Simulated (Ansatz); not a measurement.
## LaBPd3 (Pm-3m): a soft mode frozen in

Which phase does LaBPd3 (Pm-3m) fall into along its unstable mode, and how much energy does it gain?

Method: DFT PBEsol, scalar-relativistic, plane waves, PAW; PAW set soft_1, in Ansatz 0.2.0.

Most raw output is cut from this account.

### 1. Set-up

The structure is cubic, space group Pm-3m (No. 221). The conventional cell has a = 4.348 Å, b = 4.348 Å, c = 4.348 Å, α = 90.00°, β = 90.00°, γ = 90.00°. Nearest to La lie 12 Pd at 3.07 Å and 8 B at 3.77 Å. Nearest to B lie 6 Pd at 2.17 Å and 8 La at 3.77 Å. Pd has 2 B at 2.17 Å and 8 Pd at 3.07 Å and 4 La at 3.07 Å nearest. Farther neighbours are not listed.

### 2. Phonons on a q mesh

The cell comes from relaxations at this level that are not shown. Stability and thermal properties need the whole zone. Linear response on a 4×4×4 q mesh gives force constants as far as a supercell of that size would.

Contents of input.yaml:

```yaml
crystal:
  lattice:
    - [4.3478863627, 0.0, 0.0]
    - [0.0, 4.3478863627, 0.0]
    - [0.0, 0.0, 4.3478863627]
  atoms:
    - { symbol: La, position: [0.0, 0.0, 0.0] }
    - { symbol: B, position: [0.5, 0.5, 0.5] }
    - { symbol: Pd, position: [0.0, 0.5, 0.5] }
    - { symbol: Pd, position: [0.5, 0.0, 0.5] }
    - { symbol: Pd, position: [0.5, 0.5, 0.0] }
kpoints:
  mp_grid: { grid: [8, 8, 8] }
hamiltonian:
  xc: pbesol
  pseudopotentials: { kind: paw, azcp: { folder: soft_1 }, xc_functional: pbe }
scf:
  occupations: { method: methfessel_paxton, width: 0.2 }
output:
  eigenvalues: true
phonons:
  method: dfpt
  qmesh: [4, 4, 4]
  temperatures: { t_max: 1000, t_step: 50 }
  qpath:
    path:
      - [[0.0, 0.0, 0.0], [0.0, 0.5, 0.0], [0.5, 0.5, 0.0], [0.0, 0.0, 0.0], [0.5, 0.5, 0.5], [0.0, 0.5, 0.0]]
      - [[0.5, 0.5, 0.5], [0.5, 0.5, 0.0]]
    npoints: 10
```

The run is started by

```
$ ansatz run input.yaml --threads 4 --pin off --max-ram 10240MiB --backend cpu --events-out ev --progress --plain --runs-dir out
```

Elapsed: 32 min, on 4 threads of Arm Neoverse V1, shared host; peak memory 4.3 GiB.

This step gave:

- volume per atom: 16.44 Å³
- gap on the k-mesh: 0 eV
- sum-rule residual before enforcement: 2.70e-5 eV/Å²
- lowest frequency on the path: -77.57 cm⁻¹
- point group: m-3m
- highest frequency on the path or at a solved wavevector: 513.5 cm⁻¹
- highest optical mode at the zone centre (no LO-TO term): 431.6 cm⁻¹
- lowest optical zone-centre mode: -58.72 cm⁻¹
- lowest mode on the q mesh (acoustic modes at Γ apart): -76.34 cm⁻¹

Frequencies (cm⁻¹) solved at each irreducible wavevector; negative means imaginary. Frequencies by wavevector, by row:

```csv
q in reciprocal lattice units,star,mode 1,mode 2,mode 3,mode 4,mode 13,mode 14,mode 15
0 0 0,1,-58.7,-58.7,-58.7,0,431.6,431.6,431.6
0 0 0.25,6,-67,-67,-39.8,-39.8,425.3,425.3,468
0 0 -0.5,3,-76.3,-76.3,-67.1,-67.1,421,421,504.1
0 0.25 0.25,12,-71.5,-45.9,-43.6,-34.1,420.4,464.9,467.9
0 0.25 -0.5,12,-71.3,-67.2,-60.6,-18.7,414.9,464.8,508.1
0 -0.5 -0.5,3,-47.8,-47.5,-47.5,-45,411.3,510.5,510.5
0.25 0.25 0.25,8,-64.1,-64.1,2.4,52.9,462.5,462.5,469.3
0.25 0.25 -0.5,12,-67.9,-38.7,8.9,42.5,460.4,470.4,509.2
0.25 -0.5 -0.5,6,-47,-47,-30.2,20.2,462.3,509,509
-0.5 -0.5 -0.5,1,-53.1,-53.1,-53.1,69.5,513.5,513.5,513.5
```

Interpolated from a 4×4×4 q mesh. The phonon branches at the labelled points (cm⁻¹):

```csv
point,branch 1,branch 2,branch 3,branch 4,branch 12,branch 13,branch 14,branch 15
Γ,-59,-59,-59,0,122,432,432,432
halfway,-67,-67,-40,-40,118,425,425,468
X,-76,-76,-67,-67,142,421,421,504
halfway,-71,-67,-61,-19,147,415,465,508
M,-48,-48,-48,-45,160,411,510,510
halfway,-72,-46,-44,-34,124,420,465,468
Γ,-59,-59,-59,0,122,432,432,432
halfway,-64,-64,2,53,130,462,462,469
R,-53,-53,-53,70,180,514,514,514
halfway,-68,-39,9,42,151,460,470,509
X,-76,-76,-67,-67,142,421,421,504
jump to R,-53,-53,-53,70,180,514,514,514
halfway,-47,-47,-30,20,165,462,509,509
M,-48,-48,-48,-45,160,411,510,510
```

Symmetry leaves 10 wavevectors to solve. The lowest mode among them, the acoustic zeros apart, lies at q = (0, 0, -0.5) and is imaginary, 76.3i cm⁻¹, so the energy falls along it.

### 3. The mode frozen in, largest atomic shift 0 Å

The mode followed lies at q = (0, 0, -0.5) with frequency 76.3i cm⁻¹ and is 2-fold degenerate, the softest among the wavevectors solved. At small amplitude the distorted cell has space group no. 63 by a symmetry search on the positions. The undistorted cell that holds it gives the zero of energy on the same k mesh.

System of this step: LaBPd3. Symmetry: Pm-3m, No. 221, cubic system. Conventional cell: a = 4.348 Å, b = 4.348 Å, c = 4.348 Å, α = 90.00°, β = 90.00°, γ = 90.00°. Nearest to La lie 12 Pd at 3.07 Å and 8 B at 3.77 Å. Nearest to B lie 6 Pd at 2.17 Å and 8 La at 3.77 Å. Nearest to Pd lie 2 B at 2.17 Å and 8 Pd at 3.07 Å and 4 La at 3.07 Å. Nearest to Pd lie 2 B at 2.17 Å and 8 Pd at 3.07 Å and 4 La at 3.07 Å. Farther neighbours are not listed.

Contents of input.yaml:

```yaml
crystal:
  lattice:
    - [4.3478863627, 0.0, 0.0]
    - [0.0, 4.3478863627, 0.0]
    - [0.0, 0.0, 8.6957727253]
  atoms:
    - { symbol: La, position: [0.0, 0.0, 0.5] }
    - { symbol: La, position: [0.0, 0.0, 0.0] }
    - { symbol: B, position: [0.5, 0.5, 0.25] }
    - { symbol: B, position: [0.5, 0.5, 0.75] }
    - { symbol: Pd, position: [0.0, 0.5, 0.25] }
    - { symbol: Pd, position: [0.0, 0.5, 0.75] }
    - { symbol: Pd, position: [0.5, 0.0, 0.25] }
    - { symbol: Pd, position: [0.5, 0.0, 0.75] }
    - { symbol: Pd, position: [0.5, 0.5, 0.5] }
    - { symbol: Pd, position: [0.5, 0.5, 0.0] }
kpoints:
  mp_grid: { grid: [8, 8, 4] }
hamiltonian:
  xc: pbesol
  pseudopotentials: { kind: paw, azcp: { folder: soft_1 }, xc_functional: pbe }
scf:
  occupations: { method: methfessel_paxton, width: 0.2 }
output:
  forces: true
  stress: true
  eigenvalues: true
```

Run time: 17 s. Hardware: 4 threads; peak memory 0.93 GiB.

This step gave:

* pressure: 9.75e-5 GPa
* energy from the undistorted cell: 0 meV/atom

The run ends at a pressure of 0.00 GPa.

### 4. The mode frozen in, largest atomic shift 0.45 Å

The atoms are moved along the unstable eigenvector, the largest shift by 0.45 Å, with the cell fixed.

input.yaml, the sections that differ from step 3:

```yaml
crystal:
  lattice:
    - [4.3478863627, 0.0, 0.0]
    - [0.0, 4.3478863627, 0.0]
    - [0.0, 0.0, 8.6957727253]
  atoms:
    - { symbol: La, position: [-0.036470787, -0.036470787, 0.5] }
    - { symbol: La, position: [0.036470787, 0.036470787, 0.0] }
    - { symbol: B, position: [0.5, 0.5, 0.25] }
    - { symbol: B, position: [0.5, 0.5, 0.75] }
    - { symbol: Pd, position: [0.0, 0.5, 0.25] }
    - { symbol: Pd, position: [0.0, 0.5, 0.75] }
    - { symbol: Pd, position: [0.5, 0.0, 0.25] }
    - { symbol: Pd, position: [0.5, 0.0, 0.75] }
    - { symbol: Pd, position: [0.4268154627, 0.4268154627, 0.5] }
    - { symbol: Pd, position: [0.5731845373, 0.5731845373, 0.0] }
# kpoints, hamiltonian, scf, output: as in step 3
```

Run time: 27 s. Hardware: 4 threads; peak memory 1.1 GiB.

Numbers from this step:

* pressure: 0.1823 GPa
* energy from the undistorted cell: -19.82 meV/atom

The energy, extrapolated to zero smearing, is -19.82 meV/atom against the undistorted cell.

The run ends at a pressure of 0.18 GPa, with forces up to 0.35 eV/Å.

### 5. Energy along the mode, all amplitudes (two of the runs are shown above)

An imaginary frequency means negative curvature, so the energy should fall and then rise again as anharmonic terms take over.

This step gave:

```yaml
depth_at_the_lowest_point_sampled: 19.82 meV/atom
largest_atomic_shift_at_that_point: 0.45 Å
```

Table of energy from the parent by largest atomic shift:

| largest atomic shift (Å) | energy from the parent (meV/atom) |
| --- | --- |
| 0.000 | 0 |
| 0.040 | -0.479 |
| 0.080 | -1.85 |
| 0.140 | -5.21 |
| 0.220 | -11.1 |
| 0.320 | -17.6 |
| 0.450 | -19.8 |
| 0.600 | -8.95 |

Displacement at unit largest shift by atom:

```
atom   x (Å)   y (Å)  z (Å)   size
 La1  -0.352  -0.352  0.000  0.498
 La2   0.352   0.352  0.000  0.498
  B3   0.000   0.000  0.000  0.000
  B4   0.000   0.000  0.000  0.000
 Pd5   0.000   0.000  0.000  0.000
 Pd6   0.000   0.000  0.000  0.000
 Pd7   0.000   0.000  0.000  0.000
 Pd8   0.000   0.000  0.000  0.000
 Pd9  -0.707  -0.707  0.000  1.000
Pd10   0.707   0.707  0.000  1.000
```

The lowest of the steps tried is at 0.45 Å, 19.8 meV/atom below the parent; the bottom of the well need not coincide with a step.

### 6. Relaxation from the frozen mode

Starting from the lowest point found, all atoms and the cell are let go, so that strain and other modes of the same symmetry can join in.

input.yaml, as its differences from that of step 4:

```diff
@@ -27 +27,6 @@
   eigenvalues: true
+relax:
+  adjacent_minimum: "off"
+  f_tol: 0.002
+  max_steps: 120
+  cell: { stress_tol: 0.03 }
```

It took 3.8 min on 4 threads; peak memory 1.1 GiB; 15 min of CPU time.

Step by step:

| step | energy less that of the first step (eV) | largest force component (eV/Å) | pressure (GPa) | volume (Å³) |
| --- | --- | --- | --- | --- |
| 1 | 0.0000 | 0.2475 | 0.18 | 164.39 |
| 2 | -0.0926 | 0.1419 | 0.00 | 164.38 |
| 3 | -0.1801 | 0.2224 | 0.63 | 163.72 |
| 4 | -0.2548 | 0.1560 | -0.15 | 164.79 |
| 5 | -0.2694 | 0.0265 | -0.47 | 165.12 |
| 6 | -0.2694 | 0.0634 | 0.00 | 164.71 |
| 7 | -0.2716 | 0.0120 | 0.09 | 164.49 |
| 8 | -0.2720 | 0.0041 | -0.07 | 164.70 |
| 9 | -0.2720 | 0.0005 | 0.00 | 164.61 |
| 10* | -0.2771 | 0.0006 | 0.08 | 164.61 |
| 11 | -0.2774 | 0.0007 | 0.01 | 164.73 |
| 12* | -0.2774 | 0.0008 | 0.01 | 164.73 |

Relaxation steps marked * repeat the geometry before them on a plane-wave basis chosen anew for their cell, so energy and pressure can jump there. Relaxation step 6 was tried and not accepted.

Forces are held to the 8 operations that the run works with; a distortion that breaks them can't arise in this run.

```csv
"conventional cell, symmetrised",before,after,change
a (Å),6.149,5.743,-6.6 %
b (Å),6.149,6.764,+10.0 %
c (Å),8.696,8.481,-2.5 %
volume (Å³/atom),16.44,16.47,+0.2 %
```

The atoms that moved most (Å, as changes of fractional coordinates times the final cell):

| atom | dx | dy | dz | length |
| --- | --- | --- | --- | --- |
| La1 | 0.056 | 0.056 | 0.000 | 0.079 |
| La2 | -0.056 | -0.056 | 0.000 | 0.079 |

The relaxed structure:

```cif
data_structure
_symmetry_space_group_name_H-M 'P 1'
_symmetry_Int_Tables_number 1
_cell_length_a 4.4367
_cell_length_b 4.4367
_cell_length_c 8.4809
_cell_angle_alpha 90.000
_cell_angle_beta 90.000
_cell_angle_gamma 80.665
_cell_volume 164.73
loop_
_atom_site_label
_atom_site_type_symbol
_atom_site_fract_x
_atom_site_fract_y
_atom_site_fract_z
_atom_site_occupancy
La1 La 0.97516 0.97516 0.50000 1
La2 La 0.02484 0.02484 0.00000 1
B3 B 0.50000 0.50000 0.25000 1
B4 B 0.50000 0.50000 0.75000 1
Pd5 Pd 0.00000 0.50000 0.25000 1
Pd6 Pd 0.00000 0.50000 0.75000 1
Pd7 Pd 0.50000 0.00000 0.25000 1
Pd8 Pd 0.50000 0.00000 0.75000 1
Pd9 Pd 0.42742 0.42742 0.50000 1
Pd10 Pd 0.57258 0.57258 0.00000 1
```

Numbers from this step:

```
pressure        : 0.008557 GPa
volume per atom : 16.47 Å³
```

The distorted start has space group Cmcm; the relaxation ends in Cmcm.

### 7. The new phase in its own primitive cell

The relaxed structure is symmetrised, reduced to its primitive cell and relaxed tightly, as its phonons need.

input.yaml, the sections that differ from step 6:

```yaml
crystal:
  lattice:
    - [2.8715668123, -3.3821240771, 0.0]
    - [2.8715668123, 3.3821240771, 0.0]
    - [0.0, 0.0, 8.4809060539]
  atoms:
    - { symbol: La, position: [0.024835759, 0.975164241, 0.25] }
    - { symbol: La, position: [0.975164241, 0.024835759, 0.75] }
    - { symbol: B, position: [0.5, 0.5, 0.0] }
    - { symbol: B, position: [0.5, 0.5, 0.5] }
    - { symbol: Pd, position: [0.5, 0.0, 0.0] }
    - { symbol: Pd, position: [0.5, 0.0, 0.5] }
    - { symbol: Pd, position: [0.0, 0.5, 0.0] }
    - { symbol: Pd, position: [0.0, 0.5, 0.5] }
    - { symbol: Pd, position: [0.5725802307, 0.4274197693, 0.25] }
    - { symbol: Pd, position: [0.4274197693, 0.5725802307, 0.75] }
relax:
  adjacent_minimum: "off"
  f_tol: 0.001
  max_steps: 60
  cell: { stress_tol: 0.01 }
# kpoints, hamiltonian, scf, output: as in step 6
```

The job ended after 76 s (4 threads; peak memory 1.1 GiB).

Little changed from the start: no atom moved by 0.005 Å and no cell edge by 0.1 %.

Numbers from this step:

| Item | Value |
| --- | --- |
| pressure | 5.00e-4 GPa |

The largest force component left is 0.35 meV/Å and the pressure is 0.000 GPa, within the tolerances set. The cell now holds 16.47 Å³/atom.

### 8. Modes of the new phase, k-mesh 8×8×4

A relaxed structure may still be a saddle point, so its zone-centre modes are computed. No field response is asked, since the mesh shows no gap.

input.yaml, the sections that differ from step 7:

```yaml
crystal:
  lattice:
    - [2.8713017537, -3.3826684486, 0.0]
    - [2.8713017537, 3.3826684486, 0.0]
    - [0.0, 0.0, 8.4808740987]
  atoms:
    - { symbol: La, position: [0.0248483352, 0.9751516648, 0.25] }
    - { symbol: La, position: [0.9751516648, 0.0248483352, 0.75] }
    - { symbol: B, position: [0.5, 0.5, 0.0] }
    - { symbol: B, position: [0.5, 0.5, 0.5] }
    - { symbol: Pd, position: [0.5, 0.0, 0.0] }
    - { symbol: Pd, position: [0.5, 0.0, 0.5] }
    - { symbol: Pd, position: [0.0, 0.5, 0.0] }
    - { symbol: Pd, position: [0.0, 0.5, 0.5] }
    - { symbol: Pd, position: [0.5725719686, 0.4274280314, 0.25] }
    - { symbol: Pd, position: [0.4274280314, 0.5725719686, 0.75] }
output:
  eigenvalues: true
phonons:
  method: dfpt
# kpoints, hamiltonian, scf: as in step 7
# relax: removed
```

It took 6.5 min on 4 threads; peak memory 5.2 GiB.

The run was cut off at the time limit after its SCF cycle had converged; no result of it is taken.

The program's message: “Warning:”

### 9. Outcome

```yaml
unstable_mode_of_the_parent: q = (0, 0, -0.5), 76i cm⁻¹
depth_at_the_lowest_point_sampled: 19.8 meV/atom
largest_atomic_shift_at_that_point: 0.45 Å
space_group_reached_within_0p01_a: Cmcm
energy_gained_over_the_parent_first_relaxation_on_the_mesh_of_the_frozen_mode: 47.4 meV/atom
volume_per_atom_phase_reached: 16.5 Å³
```

Along this mode the structure falls into Cmcm, 47.4 meV/atom below the parent. At the parent's cell the well is 19.82 meV/atom deep on the steps tried, with its lowest point at a shift of 0.45 Å. Relaxing atoms and cell changes the gain by +27.55 meV/atom against the lowest step (energies at zero smearing). The modes of the phase reached were not computed on this path. Each path keeps the symmetry of its pattern, so a lower phase may lie along a pattern not tried. With no gap, or one that is small against the smearing, the frequencies hang on the k mesh and the smearing, most of all near Kohn anomalies. Spin-orbit coupling is left out, which can matter for the heavy elements here. The PAW files were made for PBE and serve the other functionals too.

[Logs are printed without paths, hosts, clocks, repeated set-up lines and the standing remarks that a program may print on its own settings, such as how far it seeks lower states.]

[Hosts, paths, dates, database ids (printed as entryN), source tags and the programs' standing remarks are cut or masked in the printed files.]
